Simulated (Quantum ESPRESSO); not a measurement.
# CaO (Fm-3m): phonons against volume

Which modes of CaO drive its thermal expansion?

Experimental results on record:
- heat capacity C_P per formula unit 42.2 J/mol/K and bulk modulus 113 GPa near room temperature (given in “High-Throughput Prediction of Finite-Temperature Properties using the Quasi-Harmonic Approximation”, 2016, arXiv:1603.06924)

Method: DFT LDA, scalar-relativistic, plane waves, GBRV ultrasoft pseudopotentials, in Quantum ESPRESSO 7.5.

## (1) The structure

The structure is cubic, space group Fm-3m (No. 225). The conventional cell has a = 4.813 Å, b = 4.813 Å, c = 4.813 Å, α = 90.00°, β = 90.00°, γ = 90.00°. Nearest to Ca lie 6 O at 2.41 Å. Nearest to O lie 6 Ca at 2.41 Å. Farther neighbours and most contacts between anions are not listed.

## (2) Probe on a coarse mesh

Before spending time, one coarse run tells the gap and the pressure of the starting cell.

File probe.in:

```
&control
   calculation = 'scf'
   prefix = 'x'
   outdir = './tmp'
   pseudo_dir = './pseudo'
   tprnfor = .true.
   tstress = .true.
   verbosity = 'high'
/
&system
   ibrav = 0
   nat = 2
   ntyp = 2
   ecutwfc = 45.0
   ecutrho = 270.0
   occupations = 'smearing'
   smearing = 'gaussian'
   degauss = 0.01
/
&electrons
   conv_thr = 1.0d-07
   mixing_beta = 0.7
   electron_maxstep = 100
/
ATOMIC_SPECIES
 Ca     40.0780  Ca.upf
 O      15.9990  O.upf
CELL_PARAMETERS angstrom
     0.000000000    2.406500000    2.406500000
     2.406500000    0.000000000    2.406500000
     2.406500000    2.406500000    0.000000000
ATOMIC_POSITIONS crystal
 Ca     0.000000000   0.000000000   0.000000000
 O      0.500000000   0.500000000   0.500000000
K_POINTS automatic
 6 6 6 0 0 0
```

Launch:

```console
$ OMP_NUM_THREADS=1 mpirun -n 8 pw.x -nk 8 -in probe.in > probe.out
```

What it wrote:

```text
Program PWSCF v.7.5

     This program is part of the open-source Quantum ESPRESSO suite
     for quantum simulation of materials; please cite
         "P. Giannozzi et al., J. Phys.:Condens. Matter 21 395502 (2009);
         "P. Giannozzi et al., J. Phys.:Condens. Matter 29 465901 (2017);
         "P. Giannozzi et al., J. Chem. Phys. 152 154105 (2020);
     in publications or presentations arising from this work. More details at

     Message from routine setup:
     using ibrav=0 with symmetry is DISCOURAGED, use correct ibrav instead

     G-vector sticks info
     --------------------
     sticks:   dense  smooth     PW     G-vecs:    dense   smooth      PW
     Sum         769     511    163                14163     7727    1411

     Using Slab Decomposition

     bravais-lattice index     =            0
     lattice parameter (alat)  =       6.4313  a.u.
     unit-cell volume          =     188.0980 (a.u.)^3
     number of atoms/cell      =            2
     number of atomic types    =            2
     number of electrons       =        16.00
     number of Kohn-Sham states=           12
     kinetic-energy cutoff     =      45.0000  Ry
     charge density cutoff     =     270.0000  Ry
     scf convergence threshold =      1.0E-07
     mixing beta               =       0.7000
     number of iterations used =            8  plain     mixing
     Exchange-correlation= SLA  PZ   NOGX NOGC
                           (   1   1   0   0   0   0   0)

     celldm(1)=   6.431314  celldm(2)=   0.000000  celldm(3)=   0.000000
     celldm(4)=   0.000000  celldm(5)=   0.000000  celldm(6)=   0.000000

     crystal axes: (cart. coord. in units of alat)
               a(1) = (   0.000000   0.707107   0.707107 )
               a(2) = (   0.707107   0.000000   0.707107 )
               a(3) = (   0.707107   0.707107   0.000000 )

     reciprocal axes: (cart. coord. in units 2 pi/alat)
               b(1) = ( -0.707107  0.707107  0.707107 )
               b(2) = (  0.707107 -0.707107  0.707107 )
               b(3) = (  0.707107  0.707107 -0.707107 )

     PseudoPot. # 1 for Ca read from file:
     ./pseudo/Ca.upf
     Pseudo is Ultrasoft + core correction, Zval = 10.0
     Using radial grid of  845 points,  6 beta functions with:
                l(1) =   0
                l(2) =   0
                l(3) =   1
                l(4) =   1
                l(5) =   2
                l(6) =   2
     Q(r) pseudized with  8 coefficients,  rinner =    1.500   1.500   1.500
                                                       1.500   1.500

     PseudoPot. # 2 for O  read from file:
     ./pseudo/O.upf
     Pseudo is Ultrasoft + core correction, Zval =  6.0
     Using radial grid of  737 points,  5 beta functions with:
                l(1) =   0
                l(2) =   0
                l(3) =   1
                l(4) =   1
                l(5) =   2
     Q(r) pseudized with  8 coefficients,  rinner =    0.900   0.900   0.900
                                                       0.900   0.900

     atomic species   valence    mass     pseudopotential
     Ca               10.00    40.07800     Ca( 1.00)
     O                 6.00    15.99900     O ( 1.00)

     48 Sym. Ops., with inversion, found

                                    s                        frac. trans.

      isym =  1     identity

 cryst.   s( 1) = (     1          0          0      )
                  (     0          1          0      )
                  (     0          0          1      )

 cart.    s( 1) = (  1.0000000 -0.0000000  0.0000000 )
                  ( -0.0000000  1.0000000  0.0000000 )
                  ( -0.0000000  0.0000000  1.0000000 )

      isym =  2     180 deg rotation - cart. axis [0,0,1]

 cryst.   s( 2) = (     0          1         -1      )
                  (     1          0         -1      )
                  (     0          0         -1      )

 cart.    s( 2) = ( -1.0000000  0.0000000  0.0000000 )
                  (  0.0000000 -1.0000000  0.0000000 )
                  (  0.0000000 -0.0000000  1.0000000 )

      isym =  3     180 deg rotation - cart. axis [0,1,0]

 cryst.   s( 3) = (     0         -1          1      )
                  (     0         -1          0      )
                  (     1         -1          0      )

 cart.    s( 3) = ( -1.0000000 -0.0000000 -0.0000000 )
                  (  0.0000000  1.0000000 -0.0000000 )
                  (  0.0000000  0.0000000 -1.0000000 )

      isym =  4     180 deg rotation - cart. axis [1,0,0]

 cryst.   s( 4) = (    -1          0          0      )
                  (    -1          0          1      )
                  (    -1          1          0      )

 cart.    s( 4) = (  1.0000000  0.0000000 -0.0000000 )
                  ( -0.0000000 -1.0000000 -0.0000000 )
                  ( -0.0000000 -0.0000000 -1.0000000 )

      isym =  5     180 deg rotation - cart. axis [1,1,0]

 cryst.   s( 5) = (    -1          0          1      )
[...]
cart.    s( 5) = ( -0.0000000  1.0000000 -0.0000000 )
[...]
isym =  6     180 deg rotation - cart. axis [1,-1,0]

 cryst.   s( 6) = (     0         -1          0      )
[...]
cart.    s( 6) = (  0.0000000 -1.0000000 -0.0000000 )
[...]
isym =  7      90 deg rotation - cart. axis [0,0,-1]

 cryst.   s( 7) = (     0          1          0      )
[...]
cart.    s( 7) = (  0.0000000  1.0000000  0.0000000 )
[...]
isym =  8      90 deg rotation - cart. axis [0,0,1]

 cryst.   s( 8) = (     1          0         -1      )
[...]
cart.    s( 8) = ( -0.0000000 -1.0000000  0.0000000 )
[...]
isym =  9     180 deg rotation - cart. axis [1,0,1]

 cryst.   s( 9) = (    -1          1          0      )
[...]
cart.    s( 9) = (  0.0000000  0.0000000  1.0000000 )
[...]
isym = 10     180 deg rotation - cart. axis [-1,0,1]

 cryst.   s(10) = (     0          0         -1      )
[...]
cart.    s(10) = ( -0.0000000  0.0000000 -1.0000000 )
[...]
isym = 11      90 deg rotation - cart. axis [0,1,0]

 cryst.   s(11) = (     0          0          1      )
[...]
cart.    s(11) = ( -0.0000000 -0.0000000  1.0000000 )
[...]
isym = 12      90 deg rotation - cart. axis [0,-1,0]

 cryst.   s(12) = (     1         -1          0      )
[...]
cart.    s(12) = (  0.0000000 -0.0000000 -1.0000000 )
[...]
14.2815  15.6121  15.6283  15.6283

     occupation numbers
     1.0000   1.0000   1.0000   1.0000   1.0000   1.0000   1.0000   1.0000
     0.0000   0.0000   0.0000   0.0000

          k = 0.2357 0.0000-0.0000 (   950 PWs)   bands (ev):

   -29.7834 -11.1525 -10.8766 -10.8766  -7.4425   6.0976   7.1368   7.1368
    12.5777  13.0088  14.4228  14.4228

     occupation numbers
     1.0000   1.0000   1.0000   1.0000   1.0000   1.0000   1.0000   1.0000
     0.0000   0.0000   0.0000   0.0000

          k = 0.3536 0.1179-0.1179 (   953 PWs)   bands (ev):

   -29.7389 -11.5157 -10.9203 -10.9165  -7.1103   5.4737   6.5965   6.7709
    12.4949  14.3596  15.2780  15.3945

     occupation numbers
     1.0000   1.0000   1.0000   1.0000   1.0000   1.0000   1.0000   1.0000
     0.0000   0.0000   0.0000   0.0000

          k =-0.2357-0.4714 0.4714 (   958 PWs)   bands (ev):

   -29.7027 -11.7893 -10.9854 -10.9189  -6.8335   5.0757   6.1453   6.3138
    13.4917  14.8076  15.8820  16.3017

     occupation numbers
     1.0000   1.0000   1.0000   1.0000   1.0000   1.0000   1.0000   1.0000
     0.0000   0.0000   0.0000   0.0000

          k =-0.1179-0.3536 0.3536 (   961 PWs)   bands (ev):

   -29.7116 -11.7441 -11.0193 -10.8739  -6.8332   5.0799   6.1883   6.3627
    13.8417  14.6042  15.2303  15.8991

     occupation numbers
     1.0000   1.0000   1.0000   1.0000   1.0000   1.0000   1.0000   1.0000
     0.0000   0.0000   0.0000   0.0000

          k = 0.0000-0.2357 0.2357 (   949 PWs)   bands (ev):

[...]
occupation numbers
[...]
k = 0.4714 0.0000-0.0000 (   962 PWs)   bands (ev):

[...]
occupation numbers
[...]
k =-0.1179-0.5893 0.5893 (   966 PWs)   bands (ev):

[...]
occupation numbers
[...]
k =-0.0000-0.4714 0.4714 (   961 PWs)   bands (ev):

[...]
occupation numbers
[...]
k =-0.7071 0.0000 0.0000 (   982 PWs)   bands (ev):

   -29.6784 -11.4452 -11.0544 -11.0544  -7.5862   6.0097   6.9483   6.9483
    10.8158  15.3337  16.2001  16.8533

     occupation numbers
     1.0000   1.0000   1.0000   1.0000   1.0000   1.0000   1.0000   1.0000
     0.0000   0.0000   0.0000   0.0000

          k =-0.2357-0.4714 0.7071 (   958 PWs)   bands (ev):

   -29.7035 -11.5734 -11.0851 -10.9557  -7.0669   5.4591   6.3461   6.5668
    12.6030  14.7670  15.7410  15.9694

     occupation numbers
     1.0000   1.0000   1.0000   1.0000   1.0000   1.0000   1.0000   1.0000
     0.0000   0.0000   0.0000   0.0000

          k =-0.1179-0.3536 0.5893 (   952 PWs)   bands (ev):

   -29.6857 -11.5708 -11.1602 -11.0174  -7.0438   5.5733   6.2190   6.3090
    13.7439  13.7563  15.9696  16.3929

     occupation numbers
     1.0000   1.0000   1.0000   1.0000   1.0000   1.0000   1.0000   1.0000
     0.0000   0.0000   0.0000   0.0000

          k =-0.7071 0.2357 0.0000 (   956 PWs)   bands (ev):

   -29.6776 -11.3494 -11.2049 -11.1540  -7.2885   6.0983   6.2393   6.5028
    12.2211  14.8974  15.6405  17.0097

     occupation numbers
     1.0000   1.0000   1.0000   1.0000   1.0000   1.0000   1.0000   1.0000
     0.0000   0.0000   0.0000   0.0000

     the Fermi energy is     9.0797 ev

!    total energy              =    -107.50947748 Ry
     estimated scf accuracy    <       0.00000003 Ry
     smearing contrib. (-TS)   =      -0.00000000 Ry
     internal energy E=F+TS    =    -107.50947748 Ry

     The total energy is F=E-TS. E is the sum of the following terms:
     one-electron contribution =     -26.27091450 Ry
     hartree contribution      =      20.78121011 Ry
     xc contribution           =     -19.08538032 Ry
     ewald contribution        =     -82.93439277 Ry

     convergence has been achieved in   7 iterations

     Forces acting on atoms (cartesian axes, Ry/au):

     atom    1 type  1   force =     0.00000000    0.00000000   -0.00000000
     atom    2 type  2   force =     0.00000000    0.00000000   -0.00000000
     The non-local contrib.  to forces
     atom    1 type  1   force =    -0.00000000    0.00000000    0.00000000
     atom    2 type  2   force =     0.00000000    0.00000000   -0.00000000
     The ionic contribution  to forces
     atom    1 type  1   force =     0.00000000    0.00000000    0.00000000
     atom    2 type  2   force =     0.00000000   -0.00000000    0.00000000
     The local contribution  to forces
     atom    1 type  1   force =    -0.00000000    0.00000000   -0.00000000
     atom    2 type  2   force =    -0.00000000   -0.00000000   -0.00000000
     The core correction contribution to forces
     atom    1 type  1   force =    -0.00000000   -0.00000000    0.00000000
     atom    2 type  2   force =    -0.00000000   -0.00000000   -0.00000000
     The Hubbard contrib.    to forces
     atom    1 type  1   force =     0.00000000    0.00000000    0.00000000
     atom    2 type  2   force =     0.00000000    0.00000000    0.00000000
     The SCF correction term to forces
     atom    1 type  1   force =    -0.00000000    0.00000000    0.00000000
     atom    2 type  2   force =     0.00000000   -0.00000000   -0.00000000

     Total force =     0.000000     Total SCF correction =     0.000000

     Computing stress (Cartesian axis) and pressure

          total   stress  (Ry/bohr**3)                   (kbar)     P=      -72.92
  -0.00049568   0.00000000   0.00000000          -72.92        0.00        0.00
   0.00000000  -0.00049568  -0.00000000            0.00      -72.92       -0.00
   0.00000000  -0.00000000  -0.00049568            0.00       -0.00      -72.92

     kinetic stress (kbar)  18403.15     -0.00     -0.00
                               -0.00  18403.15     -0.00
                               -0.00     -0.00  18403.15

     local   stress (kbar)  -1932.33     -0.00      0.00
                               -0.00  -1932.33      0.00
                                0.00      0.00  -1932.33

     nonloc. stress (kbar)   4205.70      0.00      0.00
                                0.00   4205.70      0.00
                                0.00      0.00   4205.70

     hartree stress (kbar)   5417.43      0.00      0.00
                                0.00   5417.43      0.00
                                0.00      0.00   5417.43

     exc-cor stress (kbar)  -2993.32      0.00      0.00
                                0.00  -2993.32      0.00
                                0.00      0.00  -2993.32

     corecor stress (kbar)  -1553.49     -0.00     -0.00
                               -0.00  -1553.49     -0.00
                               -0.00     -0.00  -1553.49

     ewald   stress (kbar) -21620.06      0.00      0.00
                                0.00 -21620.06      0.00
                                0.00      0.00 -21620.06

     hubbard stress (kbar)      0.00      0.00      0.00
                                0.00      0.00      0.00
                                0.00      0.00      0.00

     DFT-D   stress (kbar)      0.00      0.00      0.00
[...]
XDM     stress (kbar)      0.00      0.00      0.00
[...]
dft-nl  stress (kbar)      0.00      0.00      0.00
                                0.00      0.00      0.00
                                0.00      0.00      0.00

     TS-vdW  stress (kbar)      0.00      0.00      0.00
                                0.00      0.00      0.00
                                0.00      0.00      0.00

     MDB     stress (kbar)      0.00      0.00      0.00
                                0.00      0.00      0.00
                                0.00      0.00      0.00

     3D-RISM stress (kbar)      0.00      0.00      0.00
                                0.00      0.00      0.00
                                0.00      0.00      0.00

     Writing all to output data dir ./tmp/x.save/ :
     XML data file, charge density, pseudopotentials, collected wavefunctions

   JOB DONE.
```

Wall time 1.3 s (8 MPI ranks of Arm Neoverse V2, shared host).

A gap read on the k-mesh alone can miss the band edges.

Numbers from this step:

| Property | Result |
| --- | --- |
| volume per atom | 13.94 Å³ |
| pressure | -7.292 GPa |
| gap on the k-mesh | 3.490 eV |

The start is under -7.3 GPa at this level and looks like an insulator or semiconductor on this mesh.

[end of part 1 of 9]

[Logs are printed without paths, hosts, clocks, repeated set-up lines and the standing remarks that a program may print on its own settings, such as how far it seeks lower states.]

[Hosts, paths, dates, database ids (printed as entryN), source tags and the programs' standing remarks are cut or masked in the printed files.]

[A step with changed settings may run another functional than the one named; its input shows which.]

[Of the runs on displaced cells, only some may be shown.]
